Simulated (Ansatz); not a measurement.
# Phonons of CuPd (Skaergaardite, Pm-3m) against volume, part 2 of 2

Aim: how the phonons of CuPd (Skaergaardite, Pm-3m) shift with volume, and the thermal expansion that follows.

Ansatz 0.2.0; DFT PBEsol, scalar-relativistic, plane waves, PAW; PAW set soft_1.

So far, highest frequency on the path or at a solved wavevector (cm⁻¹): step 2 (phonons on a q mesh) 246; step 4 (phonons at the other volume, volume ratio 0.97) 264.

The database entry behind the starting cell differs from later determinations by our own check (about 0.35 % long), so it need not match the best structure at ambient conditions.

### 5. Relaxing at another volume, volume ratio 1.03

The volume is scaled by 1.03 and held; symmetry leaves nothing to relax, so this is a single point. The modes can then be followed against volume.

The input, input.yaml:

```yaml
crystal:
  lattice:
    - [2.9903168953, 0.0, 0.0]
    - [0.0, 2.9903168953, 0.0]
    - [0.0, 0.0, 2.9903168953]
  atoms:
    - { symbol: Cu, position: [0.0, 0.0, 0.0] }
    - { symbol: Pd, position: [0.5, 0.5, 0.5] }
kpoints:
  mp_grid: { grid: [16, 16, 16] }
hamiltonian:
  xc: pbesol
  pseudopotentials: { kind: paw, azcp: { folder: soft_1 }, xc_functional: pbe }
scf:
  occupations: { method: methfessel_paxton, width: 0.2 }
output:
  forces: true
  stress: true
  eigenvalues: true
```

Command:

```sh
ansatz run input.yaml --threads 4 --pin off --max-ram 10240MiB --backend cpu --events-out ev --progress --plain --runs-dir out
```

Numbers of over 12 decimals in the logs are rounded to 6 here.

Output:

```text
[...]
Crystal: 2 atoms, lattice volume = 26.739 Å³
Basis set: ecut = 420 eV, 485 PW (Γ), exchange–correlation on 40×40×40 points (8 copies of the dense FFT grid, shifted against one another)
Bands: 23, of which v1, the nominal top of the filled ones, is band 19 counted from 1 (18 counted from 0)
Symmetry: 48 space group operations
[...]
k-points: 165 of 4096
[...]
--- Band table (eV; the first three rows and the last of 165) ---
  k-point 0: bands = [... 15 lower, 16.3651, 17.3332, 17.3332, 17.3332, 26.3225, 26.3225, 26.3225, 33.3842]
  k-point 1: bands = [... 15 lower, 16.3775, 17.2621, 17.2621, 17.3116, 25.8396, 26.4776, 26.4776, 33.3297]
  k-point 2: bands = [... 15 lower, 16.4136, 17.0664, 17.0664, 17.2480, 24.7016, 26.9249, 26.9249, 33.1751]
  k-point 164: bands = [... 15 lower, 16.2374, 17.2723, 17.2723, 23.7507, 25.3319, 25.3319, 25.3319, 26.7133]
[key lines of the parts left out:]
SCF converged after 8 iterations
Free energy (F): -13495.685978 eV
Fermi energy:    17.418986 eV
P = ⅓ Tr σ = -5.0752 GPa (-50.752 kbar)
```

Elapsed: 1.6 s, on 4 threads of Arm Neoverse V1, shared host; peak memory 0.38 GiB.

This step gave:

```
pressure        : -5.075 GPa
volume per atom : 13.37 Å³
```

The run ends at a pressure of -5.08 GPa.

### 6. Phonons at the other volume, volume ratio 1.03

The phonons are repeated at this volume on the same k and q meshes.

Edit input.yaml of step 5 so:

```diff
@@ -16,4 +16,11 @@
 output:
-  forces: true
-  stress: true
   eigenvalues: true
+phonons:
+  method: dfpt
+  qmesh: [4, 4, 4]
+  temperatures: { t_max: 1000, t_step: 50 }
+  qpath:
+    path:
+      - [[0.0, 0.0, 0.0], [0.0, 0.5, 0.0], [0.5, 0.5, 0.0], [0.0, 0.0, 0.0], [0.5, 0.5, 0.5], [0.0, 0.5, 0.0]]
+      - [[0.5, 0.5, 0.5], [0.5, 0.5, 0.0]]
+    npoints: 10
```

Output:

```text
[...]
Crystal: 2 atoms, lattice volume = 26.739 Å³
Basis set: ecut = 420 eV, 485 PW (Γ), exchange–correlation on 40×40×40 points (8 copies of the dense FFT grid, shifted against one another)
Bands: 23, of which v1, the nominal top of the filled ones, is band 19 counted from 1 (18 counted from 0)
Symmetry: 48 space group operations
k-points: 165 of 4096
[...]
k-point 164: bands = [... 15 lower, 16.2374, 17.2723, 17.2723, 23.7507, 25.3319, 25.3319, 25.3319, 26.7133]
[...]
ASR residual: 3.088e-5 → 0.000e0 eV/Å²; symmetrization residual: 3.582e-6 eV/Å²
  ASR residual per site (eV/Å²): 3.09e-5 2.53e-5
  Γ frequencies (cm⁻¹): 0.00 0.00 0.00 209.24 209.24 209.24
--- Phonons (arbitrary-q DFPT): 10 irreducible q on the 4×4×4 mesh ---
[...]
interpolated dispersion: 62 rows × 6 modes
[...]
[key lines of the parts left out:]
SCF converged after 10 iterations
Free energy (F): -13495.685978 eV
Fermi energy:    17.418988 eV
```

Elapsed: 11 min, on 4 threads; peak memory 3.5 GiB; 42 min of CPU time.

Numbers from this step:

```yaml
sum_rule_residual_before_enforcement: 3.09e-5 eV/Å²
highest_frequency_on_the_path_or_at_a_solved_wavevector: 228.0 cm⁻¹
mean_frequency: 149.6 cm⁻¹
debye_temperature_second_moment: 296 K
logarithmic_mean_frequency: 137.3 cm⁻¹
highest_optical_mode_at_the_zone_centre_no_lo_to_term: 209.2 cm⁻¹
lowest_optical_zone_centre_mode: 209.2 cm⁻¹
lowest_mode_on_the_q_mesh_acoustic_modes_at_gamma_apart: 34.73 cm⁻¹
zero_point_energy_per_atom: 27.82 meV
heat_capacity_at_300_k: 23.78 J/(mol atoms K)
vibrational_entropy_at_300_k: 35.97 J/(mol atoms K)
```

Frequencies (cm⁻¹) solved at each irreducible wavevector; negative means imaginary. Frequencies by wavevector, by row:

| q in reciprocal lattice units | star | mode 1 | mode 2 | mode 3 | mode 4 | mode 5 | mode 6 |
| --- | --- | --- | --- | --- | --- | --- | --- |
| 0 0 0 | 1 | 0 | 0 | 0 | 209.2 | 209.2 | 209.2 |
| 0 0 0.25 | 6 | 79.9 | 79.9 | 104.4 | 197.7 | 197.7 | 206.3 |
| 0 0 -0.5 | 3 | 128.3 | 128.3 | 164.1 | 178.2 | 178.2 | 184.9 |
| 0 0.25 0.25 | 12 | 34.7 | 102.6 | 147.8 | 181.8 | 188.6 | 218.5 |
| 0 0.25 -0.5 | 12 | 89.5 | 100.5 | 126.6 | 174.7 | 210.3 | 214.2 |
| 0 -0.5 -0.5 | 3 | 46 | 46 | 126.2 | 172.6 | 228 | 228 |
| 0.25 0.25 0.25 | 8 | 89.3 | 89.3 | 122.5 | 196.4 | 203.2 | 203.2 |
| 0.25 0.25 -0.5 | 12 | 83.5 | 94.5 | 138.5 | 175.6 | 208.4 | 211.7 |
| 0.25 -0.5 -0.5 | 6 | 94.6 | 94.6 | 136.7 | 172.2 | 209.4 | 209.4 |
| -0.5 -0.5 -0.5 | 1 | 147.8 | 147.8 | 147.8 | 166.7 | 166.7 | 166.7 |

The highest optical mode at the zone centre (no LO-TO term) is 209.2 cm⁻¹, -14.3 cm⁻¹ against the base run.

### 7. Grüneisen parameters

The Grüneisen parameter of a mode is minus the logarithmic change of its frequency with volume, −d ln ω / d ln V; weighted by heat capacity it gives the expansion.

Numbers from this step:

```yaml
bulk_modulus: 186.4 GPa
```

The phonon branches at the labelled points (cm⁻¹):

| point | branch 1 | branch 2 | branch 3 | branch 4 | branch 5 | branch 6 |
| --- | --- | --- | --- | --- | --- | --- |
| Γ | 0 | 0 | 0 | 224 | 224 | 224 |
| halfway | 85 | 85 | 112 | 211 | 211 | 221 |
| X | 137 | 137 | 177 | 189 | 189 | 198 |
| halfway | 95 | 107 | 135 | 186 | 226 | 230 |
| M | 50 | 50 | 134 | 184 | 246 | 246 |
| halfway | 38 | 109 | 158 | 194 | 201 | 235 |
| Γ | 0 | 0 | 0 | 224 | 224 | 224 |
| halfway | 96 | 96 | 130 | 210 | 218 | 218 |
| R | 160 | 160 | 160 | 180 | 180 | 180 |
| halfway | 89 | 101 | 149 | 187 | 224 | 228 |
| X | 137 | 137 | 177 | 189 | 189 | 198 |
| jump to R | 160 | 160 | 160 | 180 | 180 | 180 |
| halfway | 102 | 102 | 147 | 184 | 226 | 226 |
| M | 50 | 50 | 134 | 184 | 246 | 246 |

The same for volume x 0.97:

| point | branch 1 | branch 2 | branch 3 | branch 4 | branch 5 | branch 6 |
| --- | --- | --- | --- | --- | --- | --- |
| Γ | 0 | 0 | 0 | 239 | 239 | 239 |
| X | 146 | 146 | 190 | 201 | 201 | 212 |
| M | 54 | 54 | 142 | 195 | 264 | 264 |
| Γ | 0 | 0 | 0 | 239 | 239 | 239 |
| R | 173 | 173 | 173 | 194 | 194 | 194 |
| X | 146 | 146 | 190 | 201 | 201 | 212 |
| R | 173 | 173 | 173 | 194 | 194 | 194 |
| M | 54 | 54 | 142 | 195 | 264 | 264 |

The same for volume x 1.03:

| point | branch 1 | branch 2 | branch 3 | branch 4 | branch 5 | branch 6 |
| --- | --- | --- | --- | --- | --- | --- |
| Γ | 0 | 0 | 0 | 209 | 209 | 209 |
| X | 128 | 128 | 164 | 178 | 178 | 185 |
| M | 46 | 46 | 126 | 173 | 228 | 228 |
| Γ | 0 | 0 | 0 | 209 | 209 | 209 |
| R | 148 | 148 | 148 | 167 | 167 | 167 |
| X | 128 | 128 | 164 | 178 | 178 | 185 |
| R | 148 | 148 | 148 | 167 | 167 | 167 |
| M | 46 | 46 | 126 | 173 | 228 | 228 |

The first set of phonon branches as a text plot (rows in cm⁻¹):

```
    259 |
    248 |             ****                                     **
    237 |           **   ******                               *
    226 |****      *      *    ********* ***       ****      *
    215 |  ****   **       **  **  **   *** *     *   **    *
    204 |    *****           ***           *     *      ** *
    193 |      ****       *****      ***    **  *   ******
    182 |       *  *******                   *******     ********
    171 |      * *
    160 |                    *                *****     * **
    149 |     *               *        *     *  *  ***    * **
    138 |      *********** **        **     **   *    ****    ***
    127 |    *     *      ***           *  *     *    * *  *
    116 |   * *   *       *    *         ** *     *    *    *
    105 |    *     *         *      *    ***       ****      *
     94 |           *         *         *          ***
     83 |   *       *    *      *      *
     72 |  *         *         *                              *
     61 |             * *            **                        *
     50 | **           ****     *  *                            *
     39 | *                ***   *  *
     28 |*                    ** *
     17 |*                      *  *
      6 |                        **
         Γ      X      M          Γ            R        X|R     M
```

Mode Grueneisen parameter -dln(w)/dln(V), modes matched by rank; at Γ the acoustic branches take the value of a neighbouring point of the path. Mode grüneisen parameters along the path, in :

| point | branch 1 | branch 2 | branch 3 | branch 4 | branch 5 | branch 6 |
| --- | --- | --- | --- | --- | --- | --- |
| Γ | 1.83 | 1.83 | 2.46 | 2.19 | 2.19 | 2.19 |
| halfway | 1.95 | 1.95 | 2.44 | 2.14 | 2.14 | 2.26 |
| X | 2.10 | 2.10 | 2.45 | 2.00 | 2.00 | 2.29 |
| halfway | 2.06 | 2.20 | 2.04 | 2.02 | 2.39 | 2.37 |
| M | 2.61 | 2.61 | 2.01 | 2.03 | 2.45 | 2.45 |
| halfway | 2.53 | 1.97 | 2.23 | 2.19 | 2.11 | 2.35 |
| Γ | 3.30 | 1.91 | 2.20 | 2.19 | 2.19 | 2.19 |
| halfway | 2.25 | 2.25 | 2.01 | 2.29 | 2.32 | 2.32 |
| R | 2.66 | 2.66 | 2.66 | 2.49 | 2.49 | 2.49 |
| halfway | 2.10 | 2.26 | 2.40 | 2.17 | 2.41 | 2.39 |
| X | 2.10 | 2.10 | 2.45 | 2.00 | 2.00 | 2.29 |
| jump to R | 2.66 | 2.66 | 2.66 | 2.49 | 2.49 | 2.49 |
| halfway | 2.47 | 2.47 | 2.39 | 2.19 | 2.47 | 2.47 |
| M | 2.61 | 2.61 | 2.01 | 2.03 | 2.45 | 2.45 |

The mode Grüneisen parameters as a text plot (rows in , shown from 1.9 to 2.7 only):

```
   2.65 |                                     ***         *
   2.62 |              **     *              *            *
   2.59 |                *                   *  **
   2.55 |                 *                      **        *    *
   2.52 |                    *              **  **        * *
   2.49 |                  **               **** * *       **
   2.45 |*****  *     ***                   *   * *      **  ****
   2.42 |     **    ***  **                *      ***         *
   2.39 |          **   * ***            **      *  **       *
   2.35 |         *          *                     * **    *
   2.32 |        * *  *    ** *         ***          ****
   2.29 |    ******  *         *       **  *      **   * *  *
   2.25 |   *       *          **    ** *           *   *
   2.22 |  *      *          *  *   *              *  *
   2.18 |***       * *   *   *  ****   *            *****    **
   2.15 |   *    *         ** **       *               *
   2.12 |    *      *     *  **     *  *             *  *
   2.08 |     ****         **       ***             * *  *    **
   2.05 |         **      *              **             *      **
   2.02 |     ***************      *    *              ***
   1.98 |    *               *                         *
   1.95 |   *                 *                      *
   1.92 |  *                   * **                   *
   1.88 | *                     *
         Γ      X      M          Γ            R        X|R     M
```

(dS/dlnV)/C_V. Table of thermodynamic Grueneisen parameter by temperature:

| temperature (K) | thermodynamic Grueneisen parameter |
| --- | --- |
| 50 | 2.22 |
| 100 | 2.23 |
| 150 | 2.23 |
| 200 | 2.24 |
| 250 | 2.24 |
| 300 | 2.24 |
| 350 | 2.24 |
| 400 | 2.24 |
| 450 | 2.24 |
| 500 | 2.24 |
| 550 | 2.24 |
| 600 | 2.24 |
| 650 | 2.24 |
| 700 | 2.24 |
| 750 | 2.24 |
| 800 | 2.24 |
| 850 | 2.24 |
| 900 | 2.24 |
| 950 | 2.24 |
| 1000 | 2.24 |

Gamma C_V/(B V) at the static volume. Table of volume expansion by temperature:

| temperature (K) | volume expansion (1e-6/K) |
| --- | --- |
| 50 | 10.9 |
| 100 | 24.8 |
| 150 | 31.1 |
| 200 | 34.0 |
| 250 | 35.5 |
| 300 | 36.3 |
| 350 | 36.8 |
| 400 | 37.2 |
| 450 | 37.4 |
| 500 | 37.6 |
| 550 | 37.7 |
| 600 | 37.8 |
| 650 | 37.9 |
| 700 | 38.0 |
| 750 | 38.0 |
| 800 | 38.1 |
| 850 | 38.1 |
| 900 | 38.1 |
| 950 | 38.2 |
| 1000 | 38.2 |

### 8. What came out

* bulk modulus: 186 GPa
* thermodynamic Grüneisen parameter at 300 K: 2.24
* volume expansion at 300 K, estimated: 36.29 × 10⁻⁶ K⁻¹

What this shows: By this estimate the volume grows by 36.3 × 10⁻⁶ per kelvin at 300 K. The highest optical mode at Γ goes from 239 to 209 cm⁻¹ as the cell grows, a Grüneisen parameter of 2.19. Mode parameters on the path run from 1.8 to 3.3, with a median of 2.3. Branches are matched by rank, so values near crossings are rough. The expansion is the Grüneisen estimate at the static volume, with the static bulk modulus. With no gap, or one that is small against the smearing, the frequencies hang on the k mesh and the smearing, most of all near Kohn anomalies. The phonon runs are without spin polarisation, although the cell has an odd electron count. The PAW files were made for PBE and serve the other functionals too. A phonon run warned that its eigensolver left some bands unconverged in a pass.

[Logs are printed without paths, hosts, clocks, repeated set-up lines and the standing remarks that a program may print on its own settings, such as how far it seeks lower states.]

[Hosts, paths, dates, database ids (printed as entryN), source tags and the programs' standing remarks are cut or masked in the printed files.]
